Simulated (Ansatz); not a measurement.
# Mg2BeN2 (built on the BaMg2Sb2 structure): a soft mode frozen in

Aim: this structure of Mg2BeN2 (built on the BaMg2Sb2 structure) is to be tested for unstable modes, and one is followed downhill.

Method: DFT PBEsol, scalar-relativistic, plane waves, PAW, in Ansatz 0.2.0.

This is a report of a sequence of runs, with the program logs left out and the cost of each run kept.

The structure was built from a prototype and need not be the compound's stable phase.

## Step 1: The system as given

The structure is trigonal, space group P-3m1 (No. 164). Conventional cell: a = 3.358 Å, b = 3.358 Å, c = 5.088 Å, α = 90.00°, β = 90.00°, γ = 120.00°. Nearest to Be lie 6 N at 2.23 Å. Nearest to Mg lie 4 N at 2.00 to 2.40 Å. Nearest to N lie 4 Mg at 2.00 to 2.40 Å and 3 Be at 2.23 Å. Farther neighbours, and contacts between anions beyond the nearest, are not listed.

As a file:

```cif
data_structure
_symmetry_space_group_name_H-M 'P-3m1'
_symmetry_Int_Tables_number 164
_cell_length_a 3.3580
_cell_length_b 3.3580
_cell_length_c 5.0876
_cell_angle_alpha 90.000
_cell_angle_beta 90.000
_cell_angle_gamma 120.000
_cell_volume 49.68
loop_
_atom_site_label
_atom_site_type_symbol
_atom_site_symmetry_multiplicity
_atom_site_Wyckoff_symbol
_atom_site_fract_x
_atom_site_fract_y
_atom_site_fract_z
_atom_site_occupancy
Be1 Be 1 a 0.00000 0.00000 0.00000 1
Mg1 Mg 2 d 0.33333 0.66667 0.68749 1
N1 N 2 d 0.33333 0.66667 0.21636 1
```

## Step 2: Phonons on a q mesh

Stability and thermal properties need the whole zone. Linear response on a 3×3×2 q mesh gives force constants as far as a supercell of that size would, and the tensors from the zone-centre run are typed in so that the long-range dipole term is interpolated apart.

The input, input.yaml:

```yaml
crystal:
  lattice:
    - [3.3580224891, 2.7e-06, 0.0]
    - [-1.6790135829, 2.908131432, 0.0]
    - [0.0, 0.0, 5.0875578533]
  atoms:
    - { symbol: Be, position: [0.0, 0.0, 0.0] }
    - { symbol: Mg, position: [0.3333333333, 0.6666666667, 0.6874943998] }
    - { symbol: Mg, position: [0.6666666667, 0.3333333333, 0.3125056002] }
    - { symbol: "N", position: [0.3333333333, 0.6666666667, 0.2163585109] }
    - { symbol: "N", position: [0.6666666667, 0.3333333333, 0.7836414891] }
kpoints:
  mp_grid: { grid: [9, 9, 6] }
hamiltonian:
  xc: pbesol
scf:
  occupations: { method: fixed }
output:
  eigenvalues: true
phonons:
  method: dfpt
  qmesh: [3, 3, 2]
  temperatures: { t_max: 1000, t_step: 50 }
  qpath:
    path:
      - [[0.0, 0.0, 0.0], [0.5, 0.0, 0.0], [0.33333333, 0.33333333, 0.0], [0.0, 0.0, 0.0], [0.0, 0.0, 0.5], [0.5, 0.0, 0.5], [0.33333333, 0.33333333, 0.5], [0.0, 0.0, 0.5]]
      - [[0.5, 0.0, 0.5], [0.5, 0.0, 0.0]]
      - [[0.33333333, 0.33333333, 0.5], [0.33333333, 0.33333333, 0.0]]
    npoints: 10
  non_analytic_term:
    high_frequency_dielectric_tensor: [[6.2054, 0.0, 0.0], [0.0, 6.2054, 0.0], [0.0, 0.0, 7.0745]]
    born_effective_charges:
      - { species: Be, tensor: [[2.6425, 0.0, 0.0], [0.0, 2.6425, 0.0], [0.0, 0.0, 1.8228]] }
      - { species: Mg, tensor: [[1.5793, 0.0, 0.0], [0.0, 1.5793, 0.0], [0.0, 0.0, 2.0764]] }
      - { species: Mg, tensor: [[1.5793, 0.0, 0.0], [0.0, 1.5793, 0.0], [0.0, 0.0, 2.0764]] }
      - { species: "N", tensor: [[-2.9006, 0.0, 0.0], [0.0, -2.9006, 0.0], [0.0, 0.0, -2.9878]] }
      - { species: "N", tensor: [[-2.9006, 0.0, 0.0], [0.0, -2.9006, 0.0], [0.0, 0.0, -2.9878]] }
    source: "zone-centre run at this cell"
```

On the command line:

```sh
$ ansatz run input.yaml --threads 8 --pin off --max-ram 14336MiB --backend cpu --events-out ev --progress --plain --runs-dir out
```

The job ended after 2 min (8 threads of Arm Neoverse V2, shared host; peak memory 1.5 GiB).

Numbers from this step:

```yaml
gap_on_the_k_mesh: 1.355 eV
volume_per_atom: 9.937 Å³
sum_rule_residual_before_enforcement: 1.18e-4 eV/Å²
lowest_frequency_on_the_path: -365.6 cm⁻¹
point_group: -3m
highest_frequency_on_path_mesh_or_solved_points: 754.2 cm⁻¹
highest_optical_mode_at_the_zone_centre_no_lo_to_term: 605.7 cm⁻¹
lowest_optical_zone_centre_mode: -212.5 cm⁻¹
lowest_mode_on_the_q_mesh_acoustic_modes_at_gamma_apart: -347.5 cm⁻¹
```

Frequencies (cm⁻¹) solved at each irreducible wavevector; negative means imaginary. Frequencies by wavevector, by row:

```csv
q in reciprocal lattice units,star,mode 1,mode 2,mode 3,mode 4,mode 13,mode 14,mode 15
0 0 0,1,-212.5,-212.5,-138.3,0,605.6,605.7,605.7
0 0 -0.5,1,-191.7,-191.7,145.6,145.6,605.2,605.2,626.6
0 0.3333 0,6,-310,-250.3,59.1,103.1,624.6,646.6,708.7
0 0.3333 -0.5,6,-347.5,-308.4,130.6,202,620.2,659.5,688
0.3333 0.3333 0,2,-298.1,-297.6,-297.6,184.3,646,646,655.8
0.3333 0.3333 -0.5,2,-286.2,-286.2,-201.9,220.2,621.9,632.1,647.2
```

Interpolated from a 3×3×2 q mesh, with the LO-TO term (at Γ the limit along the path). The phonon branches at the labelled points (cm⁻¹):

```csv
point,branch 1,branch 2,branch 3,branch 4,branch 12,branch 13,branch 14,branch 15
Γ,-212,-138,0,0,606,606,606,754
halfway,-292,-212,52,75,597,618,650,726
M,-322,-291,97,127,582,625,632,688
halfway,-319,-302,-209,135,604,624,648,674
K,-298,-298,-298,184,618,646,646,656
halfway,-315,-166,-150,44,601,623,648,715
Γ,-212,-138,0,0,606,606,606,754
halfway,-202,-202,90,90,604,606,606,624
A,-192,-192,146,146,603,605,605,627
halfway,-323,-299,139,203,597,615,653,698
L,-366,-316,52,215,626,626,642,655
halfway,-331,-303,-137,204,615,630,640,646
H,-286,-286,-202,220,622,622,632,647
halfway,-312,-310,112,195,605,615,658,692
A,-192,-192,146,146,603,605,605,627
jump to L,-366,-316,52,215,626,626,642,655
halfway,-348,-307,95,216,603,630,634,673
M,-322,-291,97,127,582,625,632,688
jump to H,-286,-286,-202,220,622,622,632,647
halfway,-292,-292,-261,198,624,635,635,653
K,-298,-298,-298,184,618,646,646,656
```

Symmetry leaves 6 wavevectors to solve. The lowest mode among them, the acoustic zeros apart, lies at q = (0, 0.333, -0.5) and is imaginary, 347.5i cm⁻¹, so the energy falls along it. Between them the interpolated path dips to 366i cm⁻¹.

## Step 3: The mode frozen in, largest atomic shift 0 Å

The mode followed lies at q = (0, 0.333, 0) with frequency 310.0i cm⁻¹, one of the unstable modes though not the softest. At small amplitude the pattern taken leaves space group no. 2 by a symmetry search on the positions. The undistorted cell that holds it gives the zero of energy on the same k mesh.

System of this step: Mg2BeN2 (built on the BaMg2Sb2 structure). It takes space group P-3m1 (No. 164, trigonal). Conventional cell: a = 3.358 Å, b = 3.358 Å, c = 5.088 Å, α = 90.00°, β = 90.00°, γ = 120.00°. Nearest to Be lie 6 N at 2.23 Å. Nearest to Mg lie 4 N at 2.00 to 2.40 Å. Nearest to N lie 4 Mg at 2.00 to 2.40 Å and 3 Be at 2.23 Å. Farther neighbours, and contacts between anions beyond the nearest, are not listed.

The input, input.yaml:

```yaml
crystal:
  lattice:
    - [-3.3580224891, -2.7e-06, 0.0]
    - [0.0, 0.0, -5.0875578533]
    - [-1.6790042297, -8.7243996962, 0.0]
  atoms:
    - { symbol: Be, position: [0.6666666667, 0.0, 0.6666666667] }
    - { symbol: Be, position: [0.3333333333, 0.0, 0.3333333333] }
    - { symbol: Be, position: [0.0, 0.0, 1.0] }
    - { symbol: Mg, position: [0.7777777778, 0.3125056002, 0.4444444444] }
    - { symbol: Mg, position: [0.4444444444, 0.3125056002, 0.1111111111] }
    - { symbol: Mg, position: [0.1111111111, 0.3125056002, 0.7777777778] }
    - { symbol: Mg, position: [0.2222222222, 0.6874943998, 0.5555555556] }
    - { symbol: Mg, position: [0.8888888889, 0.6874943998, 0.2222222222] }
    - { symbol: Mg, position: [0.5555555556, 0.6874943998, 0.8888888889] }
    - { symbol: "N", position: [0.7777777778, 0.7836414891, 0.4444444444] }
    - { symbol: "N", position: [0.4444444444, 0.7836414891, 0.1111111111] }
    - { symbol: "N", position: [0.1111111111, 0.7836414891, 0.7777777778] }
    - { symbol: "N", position: [0.2222222222, 0.2163585109, 0.5555555556] }
    - { symbol: "N", position: [0.8888888889, 0.2163585109, 0.2222222222] }
    - { symbol: "N", position: [0.5555555556, 0.2163585109, 0.8888888889] }
kpoints:
  mp_grid: { grid: [8, 6, 8] }
hamiltonian:
  xc: pbesol
scf:
  occupations: { method: gaussian, width: 0.02 }
output:
  forces: true
  stress: true
  eigenvalues: true
```

Run time: 5.9 s. Hardware: 8 threads; peak memory 1.2 GiB; 45 s of CPU time.

Numbers from this step:

```
pressure                         : 0.002147 GPa
energy from the undistorted cell : 0 meV/atom
```

At this level the gap is 1.36 eV on the k-mesh of the self-consistent run, which can miss the band edges.

## Step 4: The mode frozen in, largest atomic shift 0.6 Å

The atoms are moved along the unstable eigenvector, the largest shift by 0.6 Å, with the cell fixed.

The input, input.yaml:

```yaml
crystal:
  lattice:
    - [-3.3580224891, -2.7e-06, 0.0]
    - [0.0, 0.0, -5.0875578533]
    - [-1.6790042297, -8.7243996962, 0.0]
  atoms:
    - { symbol: Be, position: [0.8453432544, 0.0, 0.6666666667] }
    - { symbol: Be, position: [0.3333351768, 0.0, 0.3333333333] }
    - { symbol: Be, position: [-0.1786719495, 0.0, 1.0] }
    - { symbol: Mg, position: [0.7601368028, 0.3125056002, 0.4444444444] }
    - { symbol: Mg, position: [0.4255879263, 0.3125056002, 0.1111111111] }
    - { symbol: Mg, position: [0.1476079642, 0.3125056002, 0.7777777778] }
    - { symbol: Mg, position: [0.2410781818, 0.6874943998, 0.5555555556] }
    - { symbol: Mg, position: [0.9065304349, 0.6874943998, 0.2222222222] }
    - { symbol: Mg, position: [0.519058734, 0.6874943998, 0.8888888889] }
    - { symbol: "N", position: [0.792804548, 0.7836414891, 0.4444444444] }
    - { symbol: "N", position: [0.4795251246, 0.7836414891, 0.1111111111] }
    - { symbol: "N", position: [0.0610042058, 0.7836414891, 0.7777777778] }
    - { symbol: "N", position: [0.187142214, 0.2163585109, 0.5555555556] }
    - { symbol: "N", position: [0.8738612398, 0.2163585109, 0.2222222222] }
    - { symbol: "N", position: [0.6056619403, 0.2163585109, 0.8888888889] }
kpoints:
  mp_grid: { grid: [8, 6, 8] }
hamiltonian:
  xc: pbesol
scf:
  occupations: { method: gaussian, width: 0.02 }
output:
  forces: true
  stress: true
  eigenvalues: true
```

The job ended after 10 s (8 threads; peak memory 1.5 GiB; 79 s of CPU time).

Numbers from this step:

```
pressure                         : 4.847 GPa
gap on the k-mesh                : 1.484 eV
energy from the undistorted cell : -47.76 meV/atom
```

The energy, extrapolated to zero smearing, is -47.76 meV/atom against the undistorted cell.

The run ends at a pressure of 4.85 GPa, with forces up to 0.92 eV/Å.

## Step 5: Energy along the mode, all amplitudes (two of the runs are shown above)

An imaginary frequency means negative curvature, so the energy should fall and then rise again as anharmonic terms take over.

This step gave:

- depth at the lowest point sampled: 47.76 meV/atom
- largest atomic shift at that point: 0.6 Å

The energy from the parent by largest atomic shift:

```csv
largest atomic shift (Å),energy from the parent (meV/atom)
0.000,0
0.040,-0.461
0.080,-1.83
0.140,-5.47
0.220,-12.8
0.320,-24.5
0.450,-39.5
0.600,-47.8
```

Displacement at unit largest shift by atom:

```csv
atom,x (Å),y (Å),z (Å),size
Be1,-1.00,0.00,0.00,1.00
Be2,0.00,0.00,0.00,0.00
Be3,1.00,0.00,0.00,1.00
Mg4,0.10,0.00,0.00,0.10
Mg5,0.11,0.00,0.00,0.11
Mg6,-0.20,0.00,0.00,0.20
Mg7,-0.11,0.00,0.00,0.11
Mg8,-0.10,0.00,0.00,0.10
Mg9,0.20,0.00,0.00,0.20
N10,-0.08,0.00,0.00,0.08
N11,-0.20,0.00,0.00,0.20
N12,0.28,0.00,0.00,0.28
N13,0.20,0.00,0.00,0.20
N14,0.08,0.00,0.00,0.08
N15,-0.28,0.00,0.00,0.28
```

The energy still falls at the last step, so the rise lies beyond the steps tried.

## Step 6: Relaxing from the distorted cell

Starting from the lowest point found, all atoms and the cell are let go, so that strain and other modes of the same symmetry can join in.

Edit input.yaml of step 4 so:

```diff
@@ -26,3 +26,3 @@
 scf:
-  occupations: { method: gaussian, width: 0.02 }
+  occupations: { method: fixed }
 output:
@@ -31 +31,6 @@
   eigenvalues: true
+relax:
+  adjacent_minimum: "off"
+  f_tol: 0.002
+  max_steps: 120
+  cell: { stress_tol: 0.03 }
```

Run time: 8.3 min. Hardware: 8 threads; peak memory 1.7 GiB.

Relaxation path (22 of 37):

```csv
step,energy less that of the first step (eV),largest force component (eV/Å),pressure (GPa),volume (Å³)
1,0.0000,0.8630,4.85,149.05
3,-0.5952,0.6213,-0.06,155.70
4,-1.2180,0.7458,-1.33,159.78
6,-2.9105,1.2452,-1.29,165.61
8,-4.4015,0.3394,0.40,165.97
10,-4.4900,0.1474,0.00,166.64
11,-4.5667,0.4188,-0.36,167.38
13,-4.9618,1.1043,-1.37,168.16
15,-5.1239,0.7749,-1.25,167.20
16,-5.2316,0.2600,-0.71,165.94
18,-5.4354,0.2233,0.04,160.52
20,-5.5361,0.5501,2.35,152.84
22,-5.8410,0.0126,0.05,155.66
23,-5.8410,0.0196,-0.02,155.69
25,-5.8412,0.0004,0.00,155.69
27,-6.4819,0.0186,0.79,158.36
28,-6.4989,0.0074,-0.17,159.52
30,-6.4996,0.0004,0.00,159.33
32,-6.5216,0.0009,0.01,159.46
34,-6.5220,0.0038,0.00,159.47
35,-6.5220,0.0021,0.00,159.47
37*,-6.5220,0.0002,0.00,159.47
```

Relaxation steps marked * repeat the geometry before them on a plane-wave basis chosen anew for their cell, so energy and pressure can jump there. Other such steps can lie between the rows shown. Relaxation steps 9, 14, 20 were tried and not accepted.

The run keeps the 2 symmetry operations that the program found, so distortions that break them were not tested.

```csv
cell as run,before,after,change
a (Å),3.358,3.112,-7.3 %
b (Å),5.088,5.915,+16.3 %
c (Å),8.884,9.334,+5.1 %
α (°),90.00,74.75,-16.9 %
β (°),79.11,90.00,+13.8 %
γ (°),90.00,105.25,+16.9 %
volume (Å³/atom),9.94,10.63,+7.0 %
```

The atoms that moved most (Å, as changes of fractional coordinates times the final cell):

```csv
atom,dx,dy,dz,length
N10,-1.215,0.746,0.622,1.555
N14,1.215,-0.746,-0.622,1.555
Be3,1.498,-0.118,-0.216,1.518
Be1,-1.498,0.118,0.216,1.518
Mg7,-1.324,0.125,0.282,1.360
Mg5,1.324,-0.125,-0.282,1.360
N13,-0.894,-0.579,-0.318,1.111
N11,0.894,0.579,0.318,1.111
```

Final coordinates:

```xyz
15
Lattice="-3.0705 0.2422 0.4427 0.6707 -0.8559 -5.8138 -0.9060 -9.2062 -1.2464" Properties=species:S:1:pos:R:3 pbc="T T T"
Be   -4.6979   -5.8146   -0.2407
Be   -1.3255   -2.9880   -0.2679
Be    1.1410   -9.3677   -1.5415
Mg   -3.2459   -4.1388   -2.0216
Mg    0.1265   -1.3123   -2.0488
Mg   -0.4774   -7.4498   -2.8797
Mg   -2.1068   -5.5197   -4.3008
Mg   -1.8048   -2.4509   -3.8853
Mg   -2.4088   -8.5884   -4.7163
N    -3.5262   -3.8248   -4.1369
N    -0.1537   -0.9983   -4.1641
N    -0.7577   -7.1358   -4.9950
N    -1.8266   -5.8336   -2.1855
N    -1.5246   -2.7649   -1.7700
N    -2.1286   -8.9024   -2.6010
```

This step gave:

```yaml
pressure: -3.56e-4 GPa
gap_on_the_k_mesh: 0.9511 eV
volume_per_atom: 10.63 Å³
```

The distorted start has space group P-1; the relaxation ends in I4/mmm.

## Step 7: The new phase in its own primitive cell

The relaxed structure is symmetrised, reduced to its primitive cell and relaxed tightly, as its phonons need.

System of this step: Mg2BeN2 (built on the BaMg2Sb2 structure). It takes space group I4/mmm (No. 139, tetragonal). The conventional cell has a = 3.112 Å, b = 3.112 Å, c = 10.981 Å, α = 90.00°, β = 90.00°, γ = 90.00°. Be has 2 N at 1.53 Å nearest. Mg has 5 N at 2.16 to 2.22 Å nearest. Nearest to N lie 1 Be at 1.53 Å and 5 Mg at 2.16 to 2.22 Å. Farther neighbours, and contacts between anions beyond the nearest, are not listed.

The input, input.yaml:

```yaml
crystal:
  lattice:
    - [-1.5557747484, 1.5557747484, 5.4903436341]
    - [1.5557747484, -1.5557747484, 5.4903436341]
    - [1.5557747484, 1.5557747484, -5.4903436341]
  atoms:
    - { symbol: Be, position: [0.0, 0.0, 0.0] }
    - { symbol: Mg, position: [0.3358961973, 0.3358961973, 0.0] }
    - { symbol: Mg, position: [0.6641038027, 0.6641038027, 0.0] }
    - { symbol: "N", position: [0.1394813021, 0.1394813021, 0.0] }
    - { symbol: "N", position: [0.8605186979, 0.8605186979, 0.0] }
kpoints:
  mp_grid: { grid: [10, 10, 10] }
hamiltonian:
  xc: pbesol
scf:
  occupations: { method: fixed }
output:
  forces: true
  stress: true
  eigenvalues: true
relax:
  adjacent_minimum: "off"
  f_tol: 0.001
  max_steps: 60
  cell: { stress_tol: 0.01 }
```

The job ended after 1.8 s (8 threads; peak memory 0.44 GiB; 12 s of CPU time).

Little changed from the start: no atom moved by 0.005 Å and no cell edge by 0.1 %.

Numbers from this step:

| Quantity | Value |
| --- | --- |
| pressure | -1.68e-5 GPa |
| gap on the k-mesh | 0.9449 eV |
| direct gap on mesh | 1.582 eV |

The largest force component left is 0.069 meV/Å and the pressure is 0.000 GPa, within the tolerances set. The cell now holds 10.63 Å³/atom.

[end of part 1 of 2]

[Long decimals in the printed logs are rounded to 6 places.]

[Logs are printed without paths, hosts, clocks, repeated set-up lines and the standing remarks that a program may print on its own settings, such as how far it seeks lower states.]

[Hosts, paths, dates, database ids (printed as entryN), source tags and the programs' standing remarks are cut or masked in the printed files.]

[Where the starting crystal was built by hand or by swapping elements, it need not be the compound's stable phase.]
